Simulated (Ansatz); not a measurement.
**NaGeCl3 (model cell, started as cubic perovskite with Ge in the octahedra): a soft mode frozen in**

Wanted: the energy along a soft mode of NaGeCl3 (model cell, started as cubic perovskite with Ge in the octahedra) and the structure at the end.

Method: DFT PBEsol, scalar-relativistic, plane waves, PAW; PAW set soft_1, in Ansatz 0.2.0.

Report form: the programs' logs are mostly left out.

The structure was built from a prototype and need not be the compound's stable phase.

## Step 1: The structure

Symmetry: Pm-3m, No. 221, cubic system. Conventional cell: a = 5.127 Å, b = 5.127 Å, c = 5.127 Å, α = 90.00°, β = 90.00°, γ = 90.00°. Nearest to Na lie 12 Cl at 3.63 Å. Nearest to Ge lie 6 Cl at 2.56 Å. Nearest to Cl lie 2 Ge at 2.56 Å. Farther neighbours and most contacts between anions are not listed.

## Step 2: Phonons on a q mesh

The cell comes from relaxations at this level that are not shown. Stability and thermal properties need the whole zone. Linear response on a 2×2×2 q mesh gives force constants as far as a supercell of that size would, and the tensors from the zone-centre run are typed in so that the long-range dipole term is interpolated apart.

Input file input.yaml:

```yaml
crystal:
  lattice:
    - [5.1274103071, 0.0, 0.0]
    - [0.0, 5.1274103071, 0.0]
    - [0.0, 0.0, 5.1274103071]
  atoms:
    - { symbol: Na, position: [0.0, 0.0, 0.0] }
    - { symbol: Ge, position: [0.5, 0.5, 0.5] }
    - { symbol: Cl, position: [0.5, 0.5, 0.0] }
    - { symbol: Cl, position: [0.5, 0.0, 0.5] }
    - { symbol: Cl, position: [0.0, 0.5, 0.5] }
kpoints:
  mp_grid: { grid: [12, 12, 12] }
hamiltonian:
  xc: pbesol
  pseudopotentials: { kind: paw, azcp: { folder: soft_1 }, xc_functional: pbe }
scf:
  occupations: { method: fixed }
output:
  eigenvalues: true
phonons:
  method: dfpt
  qmesh: [2, 2, 2]
  temperatures: { t_max: 1000, t_step: 50 }
  qpath:
    path:
      - [[0.0, 0.0, 0.0], [0.0, 0.5, 0.0], [0.5, 0.5, 0.0], [0.0, 0.0, 0.0], [0.5, 0.5, 0.5], [0.0, 0.5, 0.0]]
      - [[0.5, 0.5, 0.5], [0.5, 0.5, 0.0]]
    npoints: 10
  non_analytic_term:
    high_frequency_dielectric_tensor: [[7.5307, 0.0, 0.0], [0.0, 7.5307, 0.0], [0.0, 0.0, 7.5307]]
    born_effective_charges:
      - { species: Na, tensor: [[1.3094, 0.0, 0.0], [0.0, 1.3094, 0.0], [0.0, 0.0, 1.3094]] }
      - { species: Ge, tensor: [[5.0496, 0.0, 0.0], [0.0, 5.0496, 0.0], [0.0, 0.0, 5.0496]] }
      - { species: Cl, tensor: [[-0.545, 0.0, 0.0], [0.0, -0.545, 0.0], [0.0, 0.0, -5.269]] }
      - { species: Cl, tensor: [[-0.545, 0.0, 0.0], [0.0, -5.269, 0.0], [0.0, 0.0, -0.545]] }
      - { species: Cl, tensor: [[-5.269, 0.0, 0.0], [0.0, -0.545, 0.0], [0.0, 0.0, -0.545]] }
    source: "zone-centre run at this cell"
```

Started as:

```sh
> ansatz run input.yaml --threads 8 --pin off --max-ram 16384MiB --backend cpu --events-out ev --progress --plain --runs-dir out
```

Run time: 5 min. Hardware: 8 threads of Arm Neoverse V1, shared host; peak memory 3 GiB; 39 min of CPU time.

Numbers from this step:

```
gap on the k-mesh                                       : 0.3477 eV
volume per atom                                         : 26.96 Å³
sum-rule residual before enforcement                    : 5.85e-5 eV/Å²
lowest frequency on the path                            : -89.48 cm⁻¹
point group                                             : m-3m
highest frequency on the path or at a solved wavevector : 269 cm⁻¹
highest optical mode at the zone centre (no LO-TO term) : 103.3 cm⁻¹
lowest optical zone-centre mode                         : -89.48 cm⁻¹
lowest mode on the q mesh (acoustic modes at Γ apart)   : -89.48 cm⁻¹
```

Frequencies (cm⁻¹) solved at each irreducible wavevector; negative means imaginary. Frequencies by wavevector, by row:

```tsv
q in reciprocal lattice units	star	mode 1	mode 2	mode 3	mode 4	mode 13	mode 14	mode 15
0 0 0	1	-89.5	-89.5	-89.5	0	103.3	103.3	103.3
0 0 -0.5	3	-82.2	-82.2	-20.4	-20.4	88.1	185.2	256.6
0 -0.5 -0.5	3	-79.4	-79.4	-74.2	-71	186.1	231.5	262.1
-0.5 -0.5 -0.5	1	-83.5	-83.5	-83.5	-74.2	231.1	231.1	269
```

Interpolated from a 2×2×2 q mesh, with the LO-TO term (at Γ the limit along the path; where Γ stands inside the path, tables give the limit on arrival). Phonon branches along the path, in cm⁻¹:

```tsv
point	branch 1	branch 2	branch 3	branch 4	branch 12	branch 13	branch 14	branch 15
Γ	-90	-90	-84	0	102	103	103	243
halfway	-86	-86	-47	2	98	98	145	250
X	-82	-82	-20	-20	88	88	185	257
halfway	-82	-77	-54	-50	142	176	185	257
M	-79	-79	-74	-71	186	186	232	262
halfway	-82	-78	-61	-34	126	144	166	242
Γ	-90	-90	-84	0	102	103	103	243
halfway	-79	-79	-66	-43	145	167	167	237
R	-84	-84	-84	-74	177	231	231	269
halfway	-80	-79	-68	-56	168	183	184	257
X	-82	-82	-20	-20	88	88	185	257
jump to R	-84	-84	-84	-74	177	231	231	269
halfway	-81	-81	-78	-74	182	182	231	263
M	-79	-79	-74	-71	186	186	232	262
```

Symmetry leaves 4 wavevectors to solve. The lowest mode among them, the acoustic zeros apart, lies at Γ and is imaginary, 89.5i cm⁻¹, so the energy falls along it.

## Step 3: The mode frozen in, largest atomic shift 0 Å

The mode followed lies at q = (-0.5, -0.5, -0.5) with frequency 83.5i cm⁻¹ and is 3-fold degenerate, one of the unstable modes though not the softest. At small amplitude the distorted cell has space group no. 139 by a symmetry search on the positions. The undistorted cell that holds it gives the zero of energy on the same k mesh.

System of this step: NaGeCl3 (model cell, started as cubic perovskite with Ge in the octahedra). It takes space group Pm-3m (No. 221, cubic). Conventional cell: a = 5.127 Å, b = 5.127 Å, c = 5.127 Å, α = 90.00°, β = 90.00°, γ = 90.00°. Nearest to Na lie 12 Cl at 3.63 Å. Nearest to Ge lie 6 Cl at 2.56 Å. Nearest to Cl lie 2 Ge at 2.56 Å. Farther neighbours and most contacts between anions are not listed.

Input file input.yaml:

```yaml
crystal:
  lattice:
    - [5.1274103071, 5.1274103071, 0.0]
    - [5.1274103071, 0.0, 5.1274103071]
    - [5.1274103071, 0.0, -5.1274103071]
  atoms:
    - { symbol: Na, position: [0.0, 0.5, 0.5] }
    - { symbol: Na, position: [0.0, 0.0, 1.0] }
    - { symbol: Ge, position: [0.5, 0.25, 0.75] }
    - { symbol: Ge, position: [0.5, 0.75, 0.25] }
    - { symbol: Cl, position: [0.5, 0.0, 1.0] }
    - { symbol: Cl, position: [0.5, 0.5, 0.5] }
    - { symbol: Cl, position: [0.0, 0.5, 0.0] }
    - { symbol: Cl, position: [0.0, 0.0, 0.5] }
    - { symbol: Cl, position: [0.5, 0.0, 0.5] }
    - { symbol: Cl, position: [0.5, 0.5, 0.0] }
kpoints:
  mp_grid: { grid: [10, 10, 10] }
hamiltonian:
  xc: pbesol
  pseudopotentials: { kind: paw, azcp: { folder: soft_1 }, xc_functional: pbe }
scf:
  occupations: { method: gaussian, width: 0.02 }
output:
  forces: true
  stress: true
  eigenvalues: true
```

Wall time 5.9 s (8 threads); peak memory 1.2 GiB.

Numbers from this step:

```yaml
pressure: -0.002401 GPa
energy_from_the_undistorted_cell: 0 meV/atom
```

At this level the gap is 0.35 eV on the k-mesh of the self-consistent run, which can miss the band edges.

## Step 4: The mode frozen in, largest atomic shift 0.6 Å

The atoms are moved along the unstable eigenvector, the largest shift by 0.6 Å, with the cell fixed.

input.yaml, the sections that differ from step 3:

```yaml
crystal:
  lattice:
    - [5.1274103071, 5.1274103071, 0.0]
    - [5.1274103071, 0.0, 5.1274103071]
    - [5.1274103071, 0.0, -5.1274103071]
  atoms:
    - { symbol: Na, position: [-0.1170181367, 0.5585090683, 0.5585090683] }
    - { symbol: Na, position: [0.1170181367, -0.0585090683, 0.9414909317] }
    - { symbol: Ge, position: [0.5, 0.25, 0.75] }
    - { symbol: Ge, position: [0.5, 0.75, 0.25] }
    - { symbol: Cl, position: [0.5, -0.0109948767, 0.9890051233] }
    - { symbol: Cl, position: [0.5, 0.5109948767, 0.5109948767] }
    - { symbol: Cl, position: [0.0, 0.5, 0.0] }
    - { symbol: Cl, position: [0.0, 0.0, 0.5] }
    - { symbol: Cl, position: [0.5, -0.0109948767, 0.5109948767] }
    - { symbol: Cl, position: [0.5, 0.5109948767, -0.0109948767] }
# kpoints, hamiltonian, scf, output: as in step 3
```

Wall time 14 s (8 threads); peak memory 1.6 GiB; 1.8 min of CPU time.

Numbers from this step:

* pressure: 0.3702 GPa
* gap on the k-mesh: 0.4535 eV
* energy from the undistorted cell: -18.08 meV/atom

The energy, extrapolated to zero smearing, is -18.08 meV/atom against the undistorted cell.

The run ends at a pressure of 0.37 GPa, with forces up to 0.19 eV/Å.

## Step 5: Energy along the mode, all amplitudes (two of the runs are shown above)

An imaginary frequency means negative curvature, so the energy should fall and then rise again as anharmonic terms take over.

This step gave:

| Property | Result |
| --- | --- |
| depth at the lowest point sampled | 18.08 meV/atom |
| largest atomic shift at that point | 0.6 Å |

Table of energy from the parent by largest atomic shift:

```tsv
largest atomic shift (Å)	energy from the parent (meV/atom)
0.000	0
0.040	-0.104
0.080	-0.416
0.140	-1.26
0.220	-3.07
0.320	-6.26
0.450	-11.5
0.600	-18.1
```

Displacement at unit largest shift by atom:

```tsv
atom	x (Å)	y (Å)	z (Å)	size
Na1	0.00	-1.00	0.00	1.00
Na2	0.00	1.00	0.00	1.00
Ge3	0.00	0.00	0.00	0.00
Ge4	0.00	0.00	0.00	0.00
Cl5	-0.19	0.00	0.00	0.19
Cl6	0.19	0.00	0.00	0.19
Cl7	0.00	0.00	0.00	0.00
Cl8	0.00	0.00	0.00	0.00
Cl9	0.00	0.00	-0.19	0.19
Cl10	0.00	0.00	0.19	0.19
```

The lowest of the steps tried is the last one, at 0.6 Å, 18.1 meV/atom below the parent; the bottom of the well need not coincide with a step.

## Step 6: Relaxing from the distorted cell

Starting from the lowest point found, all atoms and the cell are let go, so that strain and other modes of the same symmetry can join in.

Edit input.yaml of step 4 so:

```diff
@@ -22,3 +22,3 @@
 scf:
-  occupations: { method: gaussian, width: 0.02 }
+  occupations: { method: fixed }
 output:
@@ -27 +27,6 @@
   eigenvalues: true
+relax:
+  adjacent_minimum: "off"
+  f_tol: 0.002
+  max_steps: 120
+  cell: { stress_tol: 0.03 }
```

It took 88 s on 8 threads; peak memory 1.7 GiB.

Relaxation path:

```tsv
step	energy less that of the first step (eV)	largest force component (eV/Å)	pressure (GPa)	volume (Å³)
1	0.0000	0.1897	0.37	269.60
2	-0.0322	0.1608	-0.05	274.03
3	-0.0828	0.0170	-0.03	278.08
4	-0.0846	0.0110	0.00	278.07
5	-0.0849	0.0040	-0.01	278.01
6	-0.0849	0.0004	0.00	277.99
7*	-0.0853	0.0004	0.00	277.99
```

Relaxation steps marked * repeat the geometry before them on a plane-wave basis chosen anew for their cell, so energy and pressure can jump there.

Forces are held to the 16 operations that the run works with; a distortion that breaks them can't arise in this run.

```tsv
conventional cell, symmetrised	before	after	change
a (Å)	7.251	7.327	+1.0 %
b (Å)	7.251	7.327	+1.0 %
c (Å)	10.255	10.357	+1.0 %
volume (Å³/atom)	26.96	27.80	+3.1 %
```

The atoms that moved most (Å, as changes of fractional coordinates times the final cell):

```tsv
atom	dx	dy	dz	length
Na2	0.000	0.295	0.000	0.295
Na1	0.000	-0.295	0.000	0.295
Cl5	-0.053	0.000	0.000	0.053
Cl6	0.053	0.000	0.000	0.053
Cl9	0.000	0.000	-0.053	0.053
Cl10	0.000	0.000	0.053	0.053
```

This step gave:

- pressure: 5.76e-4 GPa
- gap on the k-mesh: 0.7324 eV
- volume per atom: 27.80 Å³

The distorted start has space group I4/mmm; the relaxation ends in I4/mmm.

## Step 7: The new phase in its own primitive cell

The relaxed structure is symmetrised, reduced to its primitive cell and relaxed tightly, as its phonons need.

Input file input.yaml:

```yaml
crystal:
  lattice:
    - [-3.6633114374, 3.6633114374, 5.1786230023]
    - [3.6633114374, -3.6633114374, 5.1786230023]
    - [3.6633114374, 3.6633114374, -5.1786230023]
  atoms:
    - { symbol: Na, position: [0.3370365607, 0.3370365607, 0.0] }
    - { symbol: Na, position: [0.6629634393, 0.6629634393, 0.0] }
    - { symbol: Ge, position: [0.5, 0.0, 0.5] }
    - { symbol: Ge, position: [0.0, 0.5, 0.5] }
    - { symbol: Cl, position: [0.7338554344, 0.2661445656, 0.0] }
    - { symbol: Cl, position: [0.2661445656, 0.7338554344, 0.0] }
    - { symbol: Cl, position: [0.75, 0.25, 0.5] }
    - { symbol: Cl, position: [0.25, 0.75, 0.5] }
    - { symbol: Cl, position: [0.2661445656, 0.2661445656, 0.5322891311] }
    - { symbol: Cl, position: [0.7338554344, 0.7338554344, 0.4677108689] }
kpoints:
  mp_grid: { grid: [8, 8, 8] }
hamiltonian:
  xc: pbesol
  pseudopotentials: { kind: paw, azcp: { folder: soft_1 }, xc_functional: pbe }
scf:
  occupations: { method: fixed }
output:
  forces: true
  stress: true
  eigenvalues: true
relax:
  adjacent_minimum: "off"
  f_tol: 0.001
  max_steps: 60
  cell: { stress_tol: 0.01 }
```

Wall time 18 s (8 threads); peak memory 1.4 GiB.

Little changed from the start: no atom moved by 0.005 Å and no cell edge by 0.1 %.

Numbers from this step:

```
pressure           : 0.001309 GPa
gap on the k-mesh  : 0.7323 eV
direct gap on mesh : 0.7323 eV
```

The largest force component left is 0.40 meV/Å and the pressure is 0.001 GPa, within the tolerances set. The cell now holds 27.80 Å³/atom.

## Step 8: What came out

| Property | Result |
| --- | --- |
| unstable mode of the parent | q = (-0.5, -0.5, -0.5), 84i cm⁻¹ |
| depth at the lowest point sampled | 18.1 meV/atom |
| largest atomic shift at that point | 0.6 Å |
| space group reached (within 0.01 Å) | I4/mmm |
| energy gained over the parent (first relaxation, on the mesh of the frozen mode) | 26.6 meV/atom |
| volume per atom, phase reached | 27.8 Å³ |
| gap on the k-mesh, phase reached | 0.732 eV |

Along this mode the structure falls into I4/mmm, 26.6 meV/atom below the parent. At the parent's cell the well is 18.08 meV/atom deep on the steps tried, with its lowest point at a shift of 0.6 Å. That is the last step tried, so the steps alone don't bracket the bottom of the well. Relaxing atoms and cell changes the gain by +8.53 meV/atom against the lowest step (energies at zero smearing). The modes of the phase reached were not computed on this path. Of the 6 patterns followed to their end from this parent, this one ends 61.6 meV/atom above the lowest, Imma. Each path keeps the symmetry of its pattern, so a lower phase may lie along a pattern not tried. The PAW files were made for PBE and serve the other functionals too. The starting cell was built on a prototype and not taken from a measurement, so the phase need not exist.

[Logs are printed without paths, hosts, clocks, repeated set-up lines and the standing remarks that a program may print on its own settings, such as how far it seeks lower states.]

[Hosts, paths, dates, database ids (printed as entryN), source tags and the programs' standing remarks are cut or masked in the printed files.]
